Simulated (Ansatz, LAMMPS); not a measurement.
**Glassy 57SiO2-27Al2O3-16BaO (mol %) (149 atoms): where an added charge goes**

Aim: add and remove one electron in glassy 57SiO2-27Al2O3-16BaO (mol %) (149 atoms), with atoms held and relaxed, and read trapping energy and localisation.

Main program and level: Ansatz 0.2.0; Kohn-Sham DFT, PBE, PAW (set soft_2), plane waves.

**1. The structure**

The cell holds 149 atoms: 25 Si, 24 Al, 7 Ba and 93 O. Cell: a = 12.759 Å, b = 12.759 Å, c = 12.759 Å, α = 90.0°, β = 90.0°, γ = 90.0°. 149 atoms (25 Si, 24 Al, 7 Ba, 93 O) placed at random at 3.04 g/cm³, melted at 4000 K for 10 ps at fixed volume with the Morse and Coulomb pair potential with partial charges (Pedone, Malavasi, Menziani, Cormack and Segre, J. Phys. Chem. B 110, 11780 (2006)). Quenched from 4000 K to 300 K at 25 K/ps and fixed volume, held 5 ps.

Limits known from the start: The quench rate of 25 K/ps far exceeds what a furnace or splat quench reaches, so expect more defects and frozen-in strain than in a real sample. The network of bonds at the start is that of the classical potential that made the cell, and needn't be the one that DFT or experiment would give. Only the Γ point is sampled, in a cell whose shortest periodic width is 13 Å. Spin–orbit coupling is left out, which matters for the levels of the heavy elements.

**2. Single point at the start**

The forces at the start show how far the geometry lies from a minimum of this functional.

input.yaml reads:

```yaml
crystal:
  lattice:
    - [12.7591, 0.0, 0.0]
    - [0.0, 12.7591, 0.0]
    - [0.0, 0.0, 12.7591]
  atoms:
    - { symbol: Si, position: [0.40445, 0.16267, 0.43827] }
    - { symbol: Si, position: [0.801, 0.14828, 0.72895] }
    - { symbol: Si, position: [0.16423, 0.42629, 0.32439] }
    - { symbol: Si, position: [0.27396, 0.09871, 0.99365] }
    - { symbol: Si, position: [0.89707, 0.41423, 0.58932] }
    - { symbol: Si, position: [0.45559, 0.5258, 0.01046] }
    - { symbol: Si, position: [0.67217, 0.58575, 0.66039] }
    - { symbol: Si, position: [0.01274, 0.56109, 0.19372] }
    - { symbol: Si, position: [0.76419, 0.5558, 0.21558] }
    - { symbol: Si, position: [0.87214, 0.73477, 0.71927] }
    - { symbol: Si, position: [0.0909, 0.28665, 0.52109] }
    - { symbol: Si, position: [0.88958, 0.80232, 0.40472] }
    - { symbol: Si, position: [0.39511, 0.7581, 0.95095] }
    - { symbol: Si, position: [0.0498, 0.46776, 0.95364] }
    - { symbol: Si, position: [0.6683, 0.97556, 0.84433] }
    - { symbol: Si, position: [0.62765, 0.07877, 0.46338] }
    - { symbol: Si, position: [0.63584, 0.54577, 0.42865] }
    - { symbol: Si, position: [0.30246, 0.08771, 0.23723] }
    - { symbol: Si, position: [0.49049, 0.24325, 0.71856] }
    - { symbol: Si, position: [0.89934, 0.199, 0.08668] }
    - { symbol: Si, position: [0.01759, 0.17677, 0.85694] }
    - { symbol: Si, position: [0.08206, 0.6187, 0.75914] }
    - { symbol: Si, position: [0.09677, 0.9912, 0.72777] }
    - { symbol: Si, position: [0.25425, 0.89139, 0.37064] }
    - { symbol: Si, position: [0.74037, 0.38458, 0.05051] }
    - { symbol: Al, position: [0.27124, 0.3589, 0.92237] }
    - { symbol: Al, position: [0.1731, 0.82108, 0.86839] }
    - { symbol: Al, position: [0.28051, 0.48651, 0.69695] }
    - { symbol: Al, position: [0.01725, 0.59638, 0.4716] }
    - { symbol: Al, position: [0.4509, 0.39226, 0.52221] }
    - { symbol: Al, position: [0.79444, 0.98674, 0.04755] }
    - { symbol: Al, position: [0.92954, 0.84203, 0.94472] }
    [... 111 atom lines left out ...]
    - { symbol: O, position: [0.97363, 0.66298, 0.69367] }
    - { symbol: O, position: [0.82088, 0.83797, 0.64011] }
    - { symbol: O, position: [0.16028, 0.04919, 0.00211] }
    - { symbol: O, position: [0.07526, 0.50564, 0.28916] }
    - { symbol: O, position: [0.34753, 0.83986, 0.43112] }
    - { symbol: O, position: [0.57071, 0.01037, 0.91233] }
kpoints:
  mp_grid: { grid: [1, 1, 1] }
hamiltonian:
  xc: pbe
scf:
  occupations: { method: fixed }
output:
  forces: true
```

Command:

```sh
$ ansatz run input.yaml --threads 4 --pin off --max-ram 15872MiB --backend cpu --events-out ev --progress --plain --runs-dir out
```

Numbers of over 12 decimals in the logs are rounded to 6 here.

Output:

```text
[...]
Pseudopotentials: kind: paw
Pseudopotential: Si, paw, valence charge 4, recommended cutoff 420 eV (normal), Si.paw.azcp
Pseudopotential: Al, paw, valence charge 3, recommended cutoff 420 eV (normal), Al.paw.azcp
Pseudopotential: Ba, paw, valence charge 10, recommended cutoff 420 eV (normal), Ba.paw.azcp
Pseudopotential: O, paw, valence charge 6, recommended cutoff 420 eV (normal), O.paw.azcp
[... 5 lines on functional and potentials left out ...]
Crystal: 149 atoms, lattice volume = 2077.113 Å³
Basis set: ecut = 420 eV, 40651 PW (Γ), exchange–correlation on 180×180×180 points (8 copies of the dense FFT grid, shifted against one another)
Bands: 549, of which v1, the nominal top of the filled ones, is band 400 counted from 1 (399 counted from 0)
Symmetry: 1 space group operations
Space group: P1 (ITA 1), of the structure as read, at distance tolerance 1.3e-4 Å
k-points: 1
[... 9 lines on functional and potentials left out ...]
Initial density: superposition of atomic densities (neutral atoms: chi_scale 0, normalization atom), corrected by the library's trained network
Initial wavefunctions: pseudopotential atomic-orbital guess
[...]
SCF iter   1: F=—  HF=-123391.474557 eV  |F-HF|=—  |Δ(HF+E_count)|=         —  Δρ=2.10e-3  dr2=1.55e-1  ethr=1.77e-3  ⟨swp⟩=6.0  Hψ=1903  notcnv=0  defer=146
preconditioner: auto → Resta (q_TF=auto, 2.327 Å⁻¹)  ε∞=3.2  [insulator: Δε(μ)=3.122 eV  Ē_g=15.265 eV  n_scr=460 (ndim 8)  ℏωp=22.8 eV  f_vac=0.108  ε∞_Penn≈3.2]
SCF iter   2: F=—  HF=-123391.475817 eV  |F-HF|=—  |Δ(HF+E_count)|=   1.26e-3  Δρ=1.14e-3  dr2=4.16e-2  ethr=1.94e-5  ⟨swp⟩=3.0  Hψ=840  notcnv=0  defer=147
SCF iter   3: F=—  HF=-123391.477104 eV  |F-HF|=—  |Δ(HF+E_count)|=   1.29e-3  Δρ=5.79e-4  dr2=1.14e-2  ethr=5.20e-6  ⟨swp⟩=4.0  Hψ=721  notcnv=0  defer=124
automatic band count: iteration 3 solves 526 bands in place of 549: the levels show a gap, and the empty bands left out lie too high to hold charge; the band table lists the bands solved (type scf.n_extra_bands for more)
SCF iter   4: F=—  HF=-123391.475817 eV  |F-HF|=—  |Δ(HF+E_count)|=   1.29e-3  Δρ=1.85e-4  dr2=8.27e-4  ethr=1.42e-6  ⟨swp⟩=3.0  Hψ=721  notcnv=0  defer=124
SCF iter   5: F=—  HF=-123391.475946 eV  |F-HF|=—  |Δ(HF+E_count)|=   1.29e-4  Δρ=1.17e-4  dr2=2.42e-4  ethr=1.03e-7  ⟨swp⟩=2.0  Hψ=718  notcnv=0  defer=124
SCF iter   6: F=—  HF=-123391.475921 eV  |F-HF|=—  |Δ(HF+E_count)|=   2.56e-5  Δρ=3.13e-5  dr2=1.95e-5  ethr=3.02e-8  ⟨swp⟩=2.0  Hψ=795  notcnv=0  defer=124
SCF iter   7: F=—  HF=-123391.476234 eV  |F-HF|=—  |Δ(HF+E_count)|=   3.13e-4  Δρ=1.30e-5  dr2=3.62e-6  ethr=2.44e-9  ⟨swp⟩=2.0  Hψ=919  notcnv=0  defer=124
SCF iter   8: F=—  HF=-123391.476236 eV  |F-HF|=—  |Δ(HF+E_count)|=   2.67e-6  Δρ=9.75e-6  dr2=1.62e-6  ethr=4.53e-10  ⟨swp⟩=2.0  Hψ=784  notcnv=0  defer=124
SCF iter   9: F=-123391.476236 eV  HF=-123391.476236 eV  |F-HF|=4.04e-8  |Δ(HF+E_count)|=   9.17e-8  Δρ=1.90e-6  dr2=7.47e-8  ethr=1.25e-11  ⟨swp⟩=3.0  Hψ=1937  notcnv=0
SCF 1 converged in 9 iterations: F = -123391.476236 eV  dr2 = 7.47e-8
[...]
SCF converged after 9 iterations
Free energy (F): -123391.476236 eV
Harris-Foulkes:  -123391.476236 eV  (|F-HF|=4.04e-8)
Internal energy: -123391.476236 eV  (E = F + TS)
E sigma→0 (E₀):  -123391.476236 eV
Fermi energy:    4.481224 eV
--- Per-component energies (eV) ---
[...]
Σ components = -123391.476236   (vs F -123391.476236, Δ=0.00e0)
--- Forces (eV/Å), atoms counted from 1 ---
  atom   1  Si    -0.27675045    -1.55953582    -1.72802847
  atom   2  Si     1.65548187    -0.92866868     0.69496961
  atom   3  Si    -0.03222841    -0.99056982     2.91912117
  atom   4  Si     0.63311691     0.38666384     1.98774977
[...]
atom 149  O     -1.88155814     1.03967797    -0.09307886
  max |Σ_I F_I| component: 1.04e-4 eV/Å
```

Elapsed: 33 s, on 4 threads of Arm Neoverse V1, shared host; peak memory 2.9 GiB; 2.1 min of CPU time.

The r.m.s. force at the start is 1.2 eV/Å.

**3. Relaxation**

The atoms are relaxed in the fixed cell, aiming at the force tolerance of the input.

input.yaml reads:

```yaml
crystal:
  lattice:
    - [12.7591, 0.0, 0.0]
    - [0.0, 12.7591, 0.0]
    - [0.0, 0.0, 12.7591]
  atoms:
    [... the 149 atom lines of step 2 ...]
kpoints:
  mp_grid: { grid: [1, 1, 1] }
hamiltonian:
  xc: pbe
scf:
  occupations: { method: fixed }
output:
  forces: true
relax:
  f_tol: 0.05
  max_steps: 120
```

Output:

```text
[...]
Crystal: 149 atoms, lattice volume = 2077.113 Å³
Basis set: ecut = 420 eV, 40651 PW (Γ), exchange–correlation on 180×180×180 points (8 copies of the dense FFT grid, shifted against one another)
Bands: 549, of which v1, the nominal top of the filled ones, is band 400 counted from 1 (399 counted from 0)
Symmetry: 1 space group operations
[...]
k-points: 1
[...]
SCF iter   1: F=—  HF=-123391.474555 eV  |F-HF|=—  |Δ(HF+E_count)|=         —  Δρ=2.10e-3  dr2=1.55e-1  ethr=1.77e-3  ⟨swp⟩=6.0  Hψ=1903  notcnv=0  defer=146
[...]
SCF iter   6: F=-123391.476229 eV  HF=-123391.476229 eV  |F-HF|=2.02e-7  |Δ(HF+E_count)|=   1.02e-5  Δρ=3.13e-5  dr2=1.96e-5  ethr=7.81e-9  ⟨swp⟩=2.0  Hψ=1725  notcnv=0
SCF 1 converged in 6 iterations: F = -123391.476229 eV  dr2 = 1.96e-5
[...]
relax step   1: F+E_penalty+E_count = -123391.47622881 eV  Δ(F+E_penalty+E_count) = +0.000e0 eV  max|allowed force component| = 5.471e0 eV/Å  Δτ_max = 0.0000 Å  (6 SCF iters, dr2 threshold 6.25e-5 eV, accepted)
[... from here on, the SCF cycles and remarks between the steps are left out ...]
relax step   2: F+E_penalty+E_count = -123397.31604693 eV  Δ(F+E_penalty+E_count) = -5.840e0 eV  max|allowed force component| = 3.111e0 eV/Å  Δτ_max = 0.1950 Å  (6 SCF iters, dr2 threshold 1.00e-4 eV, accepted)
relax step   3: F+E_penalty+E_count = -123401.69136222 eV  Δ(F+E_penalty+E_count) = -4.375e0 eV  max|allowed force component| = 9.727e-1 eV/Å  Δτ_max = 0.1951 Å  (8 SCF iters, dr2 threshold 1.00e-4 eV, accepted)
relax step   4: F+E_penalty+E_count = -123402.46651601 eV  Δ(F+E_penalty+E_count) = -7.752e-1 eV  max|allowed force component| = 5.279e-1 eV/Å  Δτ_max = 0.2000 Å  (6 SCF iters, dr2 threshold 9.25e-5 eV, accepted)
relax step   5: F+E_penalty+E_count = -123403.00182018 eV  Δ(F+E_penalty+E_count) = -5.353e-1 eV  max|allowed force component| = 4.139e-1 eV/Å  Δτ_max = 0.2000 Å  (7 SCF iters, dr2 threshold 2.72e-5 eV, accepted)
relax step   6: F+E_penalty+E_count = -123403.19264816 eV  Δ(F+E_penalty+E_count) = -1.908e-1 eV  max|allowed force component| = 4.780e-1 eV/Å  Δτ_max = 0.2000 Å  (7 SCF iters, dr2 threshold 5.05e-5 eV, accepted)
relax step   7: F+E_penalty+E_count = -123403.37725599 eV  Δ(F+E_penalty+E_count) = -1.846e-1 eV  max|allowed force component| = 2.256e-1 eV/Å  Δτ_max = 0.2000 Å  (6 SCF iters, dr2 threshold 1.00e-4 eV, accepted)
relax step   8: F+E_penalty+E_count = -123403.42603054 eV  Δ(F+E_penalty+E_count) = -4.877e-2 eV  max|allowed force component| = 1.540e-1 eV/Å  Δτ_max = 0.0617 Å  (6 SCF iters, dr2 threshold 1.13e-5 eV, accepted)
relax step   9: F+E_penalty+E_count = -123403.45372748 eV  Δ(F+E_penalty+E_count) = -2.770e-2 eV  max|allowed force component| = 2.367e-1 eV/Å  Δτ_max = 0.2000 Å  (8 SCF iters, dr2 threshold 5.28e-6 eV, accepted)
relax step  10: F+E_penalty+E_count = -123403.48805822 eV  Δ(F+E_penalty+E_count) = -3.433e-2 eV  max|allowed force component| = 3.548e-1 eV/Å  Δτ_max = 0.2000 Å  (7 SCF iters, dr2 threshold 2.61e-5 eV, accepted)
relax step  11: F+E_penalty+E_count = -123403.52731964 eV  Δ(F+E_penalty+E_count) = -3.926e-2 eV  max|allowed force component| = 2.234e-1 eV/Å  Δτ_max = 0.2000 Å  (6 SCF iters, dr2 threshold 1.00e-4 eV, accepted)
relax step  12: F+E_penalty+E_count = -123403.48341506 eV  Δ(F+E_penalty+E_count) = +4.390e-2 eV  max|allowed force component| = 2.519e-1 eV/Å  Δτ_max = 0.2000 Å  (7 SCF iters, dr2 threshold 1.98e-5 eV, rejected (line search))
relax step  13: F+E_penalty+E_count = -123403.55263191 eV  Δ(F+E_penalty+E_count) = -2.531e-2 eV  max|allowed force component| = 1.182e-1 eV/Å  Δτ_max = 0.0615 Å  (9 SCF iters, accepted)
relax step  14: F+E_penalty+E_count = -123403.55833010 eV  Δ(F+E_penalty+E_count) = -5.698e-3 eV  max|allowed force component| = 1.229e-1 eV/Å  Δτ_max = 0.1000 Å  (7 SCF iters, dr2 threshold 3.90e-6 eV, accepted)
relax step  15: F+E_penalty+E_count = -123403.56516615 eV  Δ(F+E_penalty+E_count) = -6.836e-3 eV  max|allowed force component| = 8.244e-2 eV/Å  Δτ_max = 0.0224 Å  (6 SCF iters, dr2 threshold 4.22e-6 eV, accepted)
relax step  16: F+E_penalty+E_count = -123403.58587926 eV  Δ(F+E_penalty+E_count) = -2.071e-2 eV  max|allowed force component| = 2.396e-1 eV/Å  Δτ_max = 0.1647 Å  (8 SCF iters, dr2 threshold 3.06e-6 eV, accepted)
relax step  17: F+E_penalty+E_count = -123403.59815925 eV  Δ(F+E_penalty+E_count) = -1.228e-2 eV  max|allowed force component| = 1.145e-1 eV/Å  Δτ_max = 0.0419 Å  (5 SCF iters, dr2 threshold 2.58e-5 eV, accepted)
relax step  18: F+E_penalty+E_count = -123403.58469817 eV  Δ(F+E_penalty+E_count) = +1.346e-2 eV  max|allowed force component| = 2.149e-1 eV/Å  Δτ_max = 0.2000 Å  (7 SCF iters, dr2 threshold 3.00e-6 eV, rejected (line search))
relax step  19: F+E_penalty+E_count = -123403.61253721 eV  Δ(F+E_penalty+E_count) = -1.438e-2 eV  max|allowed force component| = 7.888e-2 eV/Å  Δτ_max = 0.0721 Å  (9 SCF iters, accepted)
relax step  20: F+E_penalty+E_count = -123403.61443233 eV  Δ(F+E_penalty+E_count) = -1.895e-3 eV  max|allowed force component| = 1.156e-1 eV/Å  Δτ_max = 0.0242 Å  (7 SCF iters, accepted)
relax step  21: F+E_penalty+E_count = -123403.61451528 eV  Δ(F+E_penalty+E_count) = -8.294e-5 eV  max|allowed force component| = 7.851e-2 eV/Å  Δτ_max = 0.0262 Å  (6 SCF iters, dr2 threshold 6.34e-6 eV, accepted)
relax step  22: F+E_penalty+E_count = -123403.61750839 eV  Δ(F+E_penalty+E_count) = -2.993e-3 eV  max|allowed force component| = 2.084e-2 eV/Å  Δτ_max = 0.0142 Å  (5 SCF iters, dr2 threshold 2.84e-6 eV, accepted)
relax step  23: F+E_penalty+E_count = -123403.61750931 eV  Δ(F+E_penalty+E_count) = -9.155e-7 eV  max|allowed force component| = 2.081e-2 eV/Å  Δτ_max = 0.0000 Å  (4 SCF iters, accepted)
SCF converged after 4 iterations
Free energy (F): -123403.617509 eV
[...]
Internal energy: -123403.617509 eV  (E = F + TS)
E sigma→0 (E₀):  -123403.617509 eV
Fermi energy:    4.020552 eV
[...]
--- Forces (eV/Å), atoms counted from 1 ---
  atom   1  Si     0.00007832     0.00176091     0.01209899
  atom   2  Si     0.00048121    -0.01004504     0.00337440
  atom   3  Si     0.00347217     0.00288925     0.00177184
  atom   4  Si    -0.01163432    -0.00399816     0.00031169
  atom   5  Si    -0.00001963     0.00071896     0.00309031
  atom   6  Si     0.00282335    -0.01919037     0.01171780
  atom   7  Si    -0.01016685     0.00411924     0.01135912
  atom   8  Si    -0.00183525    -0.00178625    -0.00103219
  atom   9  Si     0.00622144    -0.00532229    -0.00451277
  atom  10  Si    -0.01026978    -0.00012925     0.00424407
  atom  11  Si    -0.00205229    -0.00546732     0.00407486
  atom  12  Si     0.00222477     0.01287398     0.00452797
  atom  13  Si    -0.01328081    -0.01051826    -0.01137130
  atom  14  Si     0.00107046    -0.00051477     0.00028732
[...]
atom 148  O      0.00143481     0.00722218    -0.00694093
  atom 149  O     -0.00729725    -0.00393743     0.00481053
  max |Σ_I F_I| component: 1.22e-4 eV/Å
--- Relaxed structure (23 steps of the walk, 21 accepted, 0 SCFs on fresh bases) ---
  F+E_penalty+E_count = -123403.61750931 eV   max|allowed force component| = 2.081e-2 eV/Å
  atoms:
    - { symbol: Si, position: [0.406128, 0.164409, 0.431996] }
    - { symbol: Si, position: [0.807367, 0.140456, 0.734665] }
    - { symbol: Si, position: [0.160850, 0.426160, 0.315252] }
    - { symbol: Si, position: [0.279023, 0.106444, 1.004926] }
[...]
- { symbol: O, position: [0.555192, -0.011385, 0.899501] }
```

It took 9.5 min on 4 threads; peak memory 2.9 GiB; 37 min of CPU time.

The relaxation converged after 23 steps, 12.1 eV below its start, with a largest force component of 0.021 eV/Å.

(Part 1 of 4 ends here.)

[Logs are printed without paths, hosts, clocks, repeated set-up lines and the standing remarks that a program may print on its own settings, such as how far it seeks lower states.]

[Hosts, paths, dates, database ids (printed as entryN), source tags and the programs' standing remarks are cut or masked in the printed files.]
